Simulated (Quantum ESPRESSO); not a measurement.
## Magnetic state of YCo2Ge2 from several starts

Aim: find out which collinear order of YCo2Ge2 costs least.

Calculated with Quantum ESPRESSO 7.5; PBEsol; plane waves with GBRV 1.5 PBEsol potentials, no spin-orbit coupling.

## Step 1: The starting structure

The structure is tetragonal, space group I4/mmm (No. 139). Conventional cell: a = 3.970 Å, b = 3.970 Å, c = 10.060 Å, α = 90.00°, β = 90.00°, γ = 90.00°. Nearest to Y lie 8 Ge at 3.09 Å and 8 Co at 3.20 Å. Nearest to Co lie 4 Ge at 2.33 Å and 4 Co at 2.81 Å and 4 Y at 3.20 Å. Ge has 4 Co at 2.33 Å and 1 Ge at 2.59 Å and 4 Y at 3.09 Å nearest. Farther neighbours are not listed.

The cell comes from Materials Project 2023-11-01, a database of computed structures, and need not be the stable phase.

## Step 2: Run 1, typed as ferro ++

The signs are those of the starting moments on the seeded atoms, the atoms that are given a moment.

Contents of pw.in:

```
&CONTROL
  calculation = 'scf'
  prefix = 'pwscf'
  outdir = './tmp'
  pseudo_dir = './pseudo'
  disk_io = 'nowf'
/
&SYSTEM
  ibrav = 0
  nat = 5
  ntyp = 3
  ecutwfc = 40
  ecutrho = 280
  nbnd = 49
  occupations = 'smearing'
  smearing = 'fd'
  degauss = 0.00734986
  nspin = 2
  starting_magnetization(1) = 0
  starting_magnetization(2) = 0.1176
  starting_magnetization(3) = 0
/
&ELECTRONS
  conv_thr = 1d-08
  electron_maxstep = 150
  mixing_beta = 0.3
/
ATOMIC_SPECIES
Y      88.9058 y_pbesol_v1.4.uspp.F.UPF
Co     58.9332 co_pbesol_v1.2.uspp.F.UPF
Ge     72.6300 ge_pbesol_v1.4.uspp.F.UPF
CELL_PARAMETERS angstrom
  -1.9850000000    1.9850000000    5.0300000000
   1.9850000000   -1.9850000000    5.0300000000
   1.9850000000    1.9850000000   -5.0300000000
ATOMIC_POSITIONS crystal
Y       0.0000000000    0.0000000000    0.0000000000
Co      0.7500000000    0.2500000000    0.5000000000
Co      0.2500000000    0.7500000000    0.5000000000
Ge      0.6288805400    0.6288805400    0.0000000000
Ge      0.3711194600    0.3711194600    0.0000000000
K_POINTS automatic
10 10 10 0 0 0
```

Command:

```bash
> OMP_NUM_THREADS=1 mpirun -n 4 pw.x -nk 4 -in pw.in > pw.out
```

Output:

```text
Program PWSCF v.7.5 starts

     Message from routine setup:
     using ibrav=0 with symmetry is DISCOURAGED, use correct ibrav instead

     K-points division:     npool     =       4
     Subspace diagonalization in iterative solution of the eigenvalue problem:

     G-vector sticks info
     --------------------
     sticks:   dense  smooth     PW     G-vecs:    dense   smooth      PW
     Sum        2239    1283    455                42255    18291    3887

     Using Slab Decomposition

     bravais-lattice index     =            0
     lattice parameter (alat)  =      10.8854  a.u.
     unit-cell volume          =     534.9899 (a.u.)^3
     number of atoms/cell      =            5
     number of atomic types    =            3
     number of electrons       =        73.00
     number of Kohn-Sham states=           49
     kinetic-energy cutoff     =      40.0000  Ry
     charge density cutoff     =     280.0000  Ry
     scf convergence threshold =      1.0E-08
     mixing beta               =       0.3000
     number of iterations used =            8  plain     mixing
     Exchange-correlation= SLA  PW   PSX  PSC
                           (   1   4  10   8   0   0   0)

     celldm(1)=  10.885438  celldm(2)=   0.000000  celldm(3)=   0.000000
     celldm(4)=   0.000000  celldm(5)=   0.000000  celldm(6)=   0.000000

     crystal axes: (cart. coord. in units of alat)
               a(1) = (  -0.344599   0.344599   0.873215 )
               a(2) = (   0.344599  -0.344599   0.873215 )
               a(3) = (   0.344599   0.344599  -0.873215 )

     reciprocal axes: (cart. coord. in units 2 pi/alat)
               b(1) = ( -0.000000  1.450964  0.572597 )
               b(2) = (  1.450964 -0.000000  0.572597 )
               b(3) = (  1.450964  1.450964  0.000000 )

     PseudoPot. # 1 for Y  read from file:
     y_pbesol_v1.4.uspp.F.UPF
     Pseudo is Ultrasoft + core correction, Zval = 11.0
     Generated by new atomic code, or converted to UPF format
     Using radial grid of  885 points,  6 beta functions with:
                l(1) =   0
                l(2) =   0
                l(3) =   1
                l(4) =   1
                l(5) =   2
                l(6) =   2
     Q(r) pseudized with  8 coefficients,  rinner =    1.200   1.200   1.200
                                                       1.200   1.200

     PseudoPot. # 2 for Co read from file:
     co_pbesol_v1.2.uspp.F.UPF
     Pseudo is Ultrasoft + core correction, Zval = 17.0
     Generated by new atomic code, or converted to UPF format
     Using radial grid of  863 points,  6 beta functions with:
                l(1) =   0
                l(2) =   0
                l(3) =   1
                l(4) =   1
                l(5) =   2
                l(6) =   2
     Q(r) pseudized with  8 coefficients,  rinner =    1.200   1.200   1.200
                                                       1.200   1.200

     PseudoPot. # 3 for Ge read from file:
     ge_pbesol_v1.4.uspp.F.UPF
     Pseudo is Ultrasoft + core correction, Zval = 14.0
     Generated by new atomic code, or converted to UPF format
     Using radial grid of  873 points,  6 beta functions with:
                l(1) =   0
                l(2) =   0
                l(3) =   1
                l(4) =   1
                l(5) =   2
                l(6) =   2
     Q(r) pseudized with  8 coefficients,  rinner =    1.400   1.400   1.400
                                                       1.400   1.400

     atomic species   valence    mass     pseudopotential
     Y                11.00    88.90580     Y ( 1.00)
     Co               17.00    58.93320     Co( 1.00)
     Ge               14.00    72.63000     Ge( 1.00)

     Starting magnetic structure
     atomic species   magnetization
     Y               0.000
     Co              0.118
     Ge              0.000

     16 Sym. Ops., with inversion, found

   Cartesian axes

     site n.     atom                  positions (alat units)
         1        Y      tau(   1) = (   0.0000000   0.0000000   0.0000000  )
         2        Co     tau(   2) = (   0.0000000   0.3445986   0.4366073  )
         3        Co     tau(   3) = (   0.3445986   0.0000000   0.4366073  )
         4        Ge     tau(   4) = (  -0.0000000  -0.0000000   1.0982953  )
         5        Ge     tau(   5) = (  -0.0000000  -0.0000000   0.6481338  )

     number of k points=   102  Fermi-Dirac smearing, width (Ry)=  0.0073

     Number of k-points >= 100: set verbosity='high' to print them.

     Dense  grid:    42255 G-vectors     FFT dimensions: (  60,  60,  60)

     Smooth grid:    18291 G-vectors     FFT dimensions: (  45,  45,  45)

     Check: negative core charge=   -0.000020
     Generating pointlists ...
     new r_m :   0.2214 (alat units)  2.4104 (a.u.) for type    1
     new r_m :   0.1668 (alat units)  1.8156 (a.u.) for type    2
     new r_m :   0.1668 (alat units)  1.8156 (a.u.) for type    3

     Initial potential from superposition of free atoms

     starting charge      70.9942, renormalised to      73.0000
     Starting wfcs are   57 randomized atomic wfcs

     Self-consistent Calculation

     iteration #  1     ecut=    40.00 Ry     beta= 0.30
     Davidson diagonalization with overlap
     ethr =  1.00E-02,  avg # of iterations =  3.0

     total energy              =   -1113.82742229 Ry
     estimated scf accuracy    <       6.83606647 Ry

     total magnetization       =     2.65 Bohr mag/cell
     absolute magnetization    =     3.19 Bohr mag/cell

     iteration #  2     ecut=    40.00 Ry     beta= 0.30
     Davidson diagonalization with overlap
     ethr =  9.36E-03,  avg # of iterations =  2.2

     total energy              =   -1114.89130873 Ry
     estimated scf accuracy    <      13.03428578 Ry

     total magnetization       =     0.28 Bohr mag/cell
     absolute magnetization    =     0.47 Bohr mag/cell

     iteration #  3     ecut=    40.00 Ry     beta= 0.30
     Davidson diagonalization with overlap
     ethr =  9.36E-03,  avg # of iterations =  1.4

     total energy              =   -1115.74928512 Ry
     estimated scf accuracy    <       0.23868068 Ry

     total magnetization       =     1.73 Bohr mag/cell
     absolute magnetization    =     2.14 Bohr mag/cell

     [... further iterations left out ...]

     iteration # 16     ecut=    40.00 Ry     beta= 0.30
     Davidson diagonalization with overlap
     ethr =  8.77E-09,  avg # of iterations =  2.5

     total energy              =   -1115.82738891 Ry
     estimated scf accuracy    <       0.00000073 Ry

     total magnetization       =     0.01 Bohr mag/cell
     absolute magnetization    =     0.02 Bohr mag/cell

     iteration # 17     ecut=    40.00 Ry     beta= 0.30
     Davidson diagonalization with overlap
     ethr =  1.00E-09,  avg # of iterations =  3.4

     total energy              =   -1115.82739257 Ry
     estimated scf accuracy    <       0.00000012 Ry

     total magnetization       =     0.00 Bohr mag/cell
     absolute magnetization    =     0.00 Bohr mag/cell

     iteration # 18     ecut=    40.00 Ry     beta= 0.30
     Davidson diagonalization with overlap
     ethr =  1.59E-10,  avg # of iterations =  1.9

     total energy              =   -1115.82739260 Ry
     estimated scf accuracy    <       0.00000002 Ry

     total magnetization       =     0.00 Bohr mag/cell
     absolute magnetization    =     0.00 Bohr mag/cell

     iteration # 19     ecut=    40.00 Ry     beta= 0.30
     Davidson diagonalization with overlap
     ethr =  2.31E-11,  avg # of iterations =  2.0

     Magnetic moment per site  (integrated on atomic sphere of radius R)
     atom   1 (R=0.221)  charge=  8.8869  magn=  0.0000
     atom   2 (R=0.167)  charge= 15.2970  magn= -0.0001
     atom   3 (R=0.167)  charge= 15.2970  magn= -0.0001
     atom   4 (R=0.167)  charge= 11.6201  magn=  0.0000
     atom   5 (R=0.167)  charge= 11.6201  magn=  0.0000

     End of self-consistent calculation

     Number of k-points >= 100: set verbosity='high' to print the bands.

     the Fermi energy is    14.2244 ev

!    total energy              =   -1115.82739261 Ry
     estimated scf accuracy    <          1.3E-09 Ry
     smearing contrib. (-TS)   =      -0.00864505 Ry
     internal energy E=F+TS    =   -1115.81874756 Ry

     The total energy is F=E-TS. E is the sum of the following terms:
     one-electron contribution =    -696.45955591 Ry
     hartree contribution      =     402.03275483 Ry
     xc contribution           =    -207.48608741 Ry
     ewald contribution        =    -613.90585908 Ry

     total magnetization       =    -0.00 Bohr mag/cell
     absolute magnetization    =     0.00 Bohr mag/cell

     convergence has been achieved in  19 iterations

=------------------------------------------------------------------------------=
   JOB DONE.
=------------------------------------------------------------------------------=
```

Wall time 3 min (4 MPI ranks of AMD EPYC 9R14 (Zen 4), shared host); peak memory 0.9 GiB; 12 min of CPU time.

Spin moment in the atom's sphere by atom:

```tsv
atom	spin moment in the atom's sphere (μB)
Y1	0.0000
Co2	-0.0001
Co3	-0.0001
Ge4	0.0000
Ge5	0.0000
```

Read from the output:

```
smearing term TS       : 0.1176 eV
magnetization          : 0 μB
absolute magnetization : 0 μB
final state            : non-magnetic
```

## Step 3: Start 2: antiferro q=(1/2,1/2,1/2) +−+−

This order needs a doubled cell of 10 atoms. The wavevector q is in fractions of the reciprocal vectors of the crystal's primitive cell, as the cells of these inputs are built from it; moments change sign between cells as cos(2π q·R).

Contents of pw.in:

```
&CONTROL
  calculation = 'scf'
  prefix = 'pwscf'
  outdir = './tmp'
  pseudo_dir = './pseudo'
  disk_io = 'nowf'
/
&SYSTEM
  ibrav = 0
  nat = 10
  ntyp = 4
  ecutwfc = 40
  ecutrho = 280
  nbnd = 90
  occupations = 'smearing'
  smearing = 'fd'
  degauss = 0.00734986
  nspin = 2
  starting_magnetization(1) = 0
  starting_magnetization(2) = 0.1176
  starting_magnetization(3) = -0.1176
  starting_magnetization(4) = 0
/
&ELECTRONS
  conv_thr = 2d-08
  electron_maxstep = 150
  mixing_beta = 0.3
/
ATOMIC_SPECIES
Y      88.9058 y_pbesol_v1.4.uspp.F.UPF
Co1    58.9332 co_pbesol_v1.2.uspp.F.UPF
Co2    58.9332 co_pbesol_v1.2.uspp.F.UPF
Ge     72.6300 ge_pbesol_v1.4.uspp.F.UPF
CELL_PARAMETERS angstrom
  -3.9700000000    3.9700000000   10.0600000000
   0.0000000000    0.0000000000   10.0600000000
   0.0000000000    3.9700000000    0.0000000000
ATOMIC_POSITIONS crystal
Y       0.0000000000    0.0000000000    0.0000000000
Y       0.5000000000    0.0000000000    0.0000000000
Co1     0.0000000000    0.2500000000    0.5000000000
Co2     0.5000000000    0.2500000000    0.5000000000
Co1     0.5000000000    0.7500000000    0.5000000000
Co2     0.0000000000    0.7500000000    0.5000000000
Ge      0.0000000000    0.6288805400    0.0000000000
Ge      0.5000000000    0.6288805400    0.0000000000
Ge      0.0000000000    0.3711194600    0.0000000000
Ge      0.5000000000    0.3711194600    0.0000000000
K_POINTS automatic
5 10 10 0 0 0
```

Output:

```text
[banner, memory and clock lines left out]
Program PWSCF v.7.5 starts

     Message from routine setup:
     using ibrav=0 with symmetry is DISCOURAGED, use correct ibrav instead

     bravais-lattice index     =            0
     lattice parameter (alat)  =      21.7709  a.u.
     unit-cell volume          =    1069.9798 (a.u.)^3
     number of atoms/cell      =           10
     number of atomic types    =            4
     number of electrons       =       146.00
     number of Kohn-Sham states=           90
     kinetic-energy cutoff     =      40.0000  Ry
     charge density cutoff     =     280.0000  Ry
     scf convergence threshold =      2.0E-08
     mixing beta               =       0.3000
     number of iterations used =            8  plain     mixing
     Exchange-correlation= SLA  PW   PSX  PSC
                           (   1   4  10   8   0   0   0)

     celldm(1)=  21.770875  celldm(2)=   0.000000  celldm(3)=   0.000000
     celldm(4)=   0.000000  celldm(5)=   0.000000  celldm(6)=   0.000000

     crystal axes: (cart. coord. in units of alat)
               a(1) = (  -0.344599   0.344599   0.873215 )
               a(2) = (   0.000000   0.000000   0.873215 )
               a(3) = (   0.000000   0.344599   0.000000 )

     reciprocal axes: (cart. coord. in units 2 pi/alat)
               b(1) = ( -2.901927  0.000000  0.000000 )
               b(2) = (  2.901927 -0.000000  1.145194 )
               b(3) = (  2.901927  2.901927 -0.000000 )

     PseudoPot. # 1 for Y  read from file:
     y_pbesol_v1.4.uspp.F.UPF
     Pseudo is Ultrasoft + core correction, Zval = 11.0

     PseudoPot. # 2 for Co read from file:
     co_pbesol_v1.2.uspp.F.UPF
     Pseudo is Ultrasoft + core correction, Zval = 17.0

     PseudoPot. # 3 for Co read from file:
     co_pbesol_v1.2.uspp.F.UPF
     Pseudo is Ultrasoft + core correction, Zval = 17.0

     PseudoPot. # 4 for Ge read from file:
     ge_pbesol_v1.4.uspp.F.UPF
     Pseudo is Ultrasoft + core correction, Zval = 14.0

     atomic species   valence    mass     pseudopotential
     Y                11.00    88.90580     Y ( 1.00)
     Co1              17.00    58.93320     Co( 1.00)
     Co2              17.00    58.93320     Co( 1.00)
     Ge               14.00    72.63000     Ge( 1.00)

     Starting magnetic structure
     atomic species   magnetization
     Y               0.000
     Co1             0.118
     Co2            -0.118
     Ge              0.000

     16 Sym. Ops., with inversion, found ( 8 have fractional translation)

   Cartesian axes

     site n.     atom                  positions (alat units)
         1        Y      tau(   1) = (   0.0000000   0.0000000   0.0000000  )
         2        Y      tau(   2) = (  -0.1722993   0.1722993   0.4366073  )
         3        Co1    tau(   3) = (   0.0000000   0.1722993   0.2183036  )
         4        Co2    tau(   4) = (  -0.1722993   0.3445986   0.6549109  )
         5        Co1    tau(   5) = (  -0.1722993   0.3445986   1.0915182  )
         6        Co2    tau(   6) = (   0.0000000   0.1722993   0.6549109  )
         7        Ge     tau(   7) = (   0.0000000   0.0000000   0.5491476  )
         8        Ge     tau(   8) = (  -0.1722993   0.1722993   0.9857549  )
         9        Ge     tau(   9) = (   0.0000000   0.0000000   0.3240669  )
        10        Ge     tau(  10) = (  -0.1722993   0.1722993   0.7606742  )

     number of k points=    63  Fermi-Dirac smearing, width (Ry)=  0.0073
                       cart. coord. in units 2pi/alat
        k(    1) = (   0.0000000   0.0000000   0.0000000), wk =   0.0020000
        k(    2) = (   0.2901927   0.2901927   0.0000000), wk =   0.0080000
        k(    3) = (   0.5803854   0.5803854   0.0000000), wk =   0.0080000
        k(    4) = (   0.8705782   0.8705782   0.0000000), wk =   0.0080000
        k(    5) = (   1.1607709   1.1607709   0.0000000), wk =   0.0080000
        [... 58 further k-points ...]

     Dense  grid:    84505 G-vectors     FFT dimensions: ( 120, 108,  40)

     Smooth grid:    36585 G-vectors     FFT dimensions: (  90,  80,  32)

     Check: negative core charge=   -0.000020
     Generating pointlists ...
     new r_m :   0.1107 (alat units)  2.4104 (a.u.) for type    1
     new r_m :   0.0834 (alat units)  1.8156 (a.u.) for type    2
     new r_m :   0.0834 (alat units)  1.8156 (a.u.) for type    3
     new r_m :   0.0834 (alat units)  1.8156 (a.u.) for type    4

     Initial potential from superposition of free atoms

     starting charge     141.9885, renormalised to     146.0000
     Starting wfcs are  114 randomized atomic wfcs

     Self-consistent Calculation

     iteration #  1     ecut=    40.00 Ry     beta= 0.30
     Davidson diagonalization with overlap
     ethr =  1.00E-02,  avg # of iterations =  2.1

     total energy              =   -2227.83311914 Ry
     estimated scf accuracy    <      13.27126976 Ry

     total magnetization       =    -0.00 Bohr mag/cell
     absolute magnetization    =     6.34 Bohr mag/cell

     iteration #  2     ecut=    40.00 Ry     beta= 0.30
     Davidson diagonalization with overlap
     ethr =  9.09E-03,  avg # of iterations =  3.1

     total energy              =   -2229.79549331 Ry
     estimated scf accuracy    <      25.23568094 Ry

     total magnetization       =    -0.00 Bohr mag/cell
     absolute magnetization    =     0.80 Bohr mag/cell

     [... further iterations left out ...]

     iteration # 20     ecut=    40.00 Ry     beta= 0.30
     Davidson diagonalization with overlap
     ethr =  7.88E-11,  avg # of iterations =  2.1

     total energy              =   -2231.65478497 Ry
     estimated scf accuracy    <       0.00000003 Ry

     total magnetization       =     0.00 Bohr mag/cell
     absolute magnetization    =     0.00 Bohr mag/cell

     iteration # 21     ecut=    40.00 Ry     beta= 0.30
     Davidson diagonalization with overlap
     ethr =  1.78E-11,  avg # of iterations =  3.2

     Magnetic moment per site  (integrated on atomic sphere of radius R)
     atom   1 (R=0.111)  charge=  8.8869  magn= -0.0000
     atom   2 (R=0.111)  charge=  8.8869  magn= -0.0000
     atom   3 (R=0.083)  charge= 15.2968  magn=  0.0009
     atom   4 (R=0.083)  charge= 15.2968  magn=  0.0007
     atom   5 (R=0.083)  charge= 15.2968  magn=  0.0009
     atom   6 (R=0.083)  charge= 15.2968  magn=  0.0007
     atom   7 (R=0.083)  charge= 11.6203  magn= -0.0000
     atom   8 (R=0.083)  charge= 11.6203  magn= -0.0000
     atom   9 (R=0.083)  charge= 11.6203  magn= -0.0000
     atom  10 (R=0.083)  charge= 11.6203  magn= -0.0000

     End of self-consistent calculation

     Number of k-points >= 100: set verbosity='high' to print the bands.

     the Fermi energy is    14.2244 ev

!    total energy              =   -2231.65478500 Ry
     estimated scf accuracy    <          9.0E-09 Ry
     smearing contrib. (-TS)   =      -0.01728975 Ry
     internal energy E=F+TS    =   -2231.63749525 Ry

     The total energy is F=E-TS. E is the sum of the following terms:
     one-electron contribution =   -1392.91896243 Ry
     hartree contribution      =     804.06540724 Ry
     xc contribution           =    -414.97222189 Ry
     ewald contribution        =   -1227.81171816 Ry

     total magnetization       =     0.00 Bohr mag/cell
     absolute magnetization    =     0.00 Bohr mag/cell

     convergence has been achieved in  21 iterations
```

The job ended after 8.2 min (4 MPI ranks; peak memory 1.8 GiB; 33 min of CPU time).

Spin moment in the atom's sphere by atom:

```tsv
atom	spin moment in the atom's sphere (μB)
Y1	0.0000
Y2	0.0000
Co3	0.0009
Co4	0.0007
Co5	0.0009
Co6	0.0007
Ge7	0.0000
Ge8	0.0000
Ge9	0.0000
Ge10	0.0000
```

Read from the output:

| Quantity | Value |
| --- | --- |
| smearing term TS | 0.2352 eV |
| magnetization | 0 μB |
| absolute magnetization | 0 μB |
| final state | non-magnetic |

(Continued in part 2 of 2.)

[Logs and program files are shortened in this print: banners, set-up blocks, solver, clock and traceback lines can be left out without a mark of their own.]

[Logs are printed without paths, hosts, clocks, repeated set-up lines and the standing remarks that a program may print on its own settings, such as how far it seeks lower states.]

[Hosts, paths, dates, database ids (printed as entryN), source tags and the programs' standing remarks are cut or masked in the printed files.]

[Where a cell is said to come from a database of computed structures, the database is the Materials Project.]
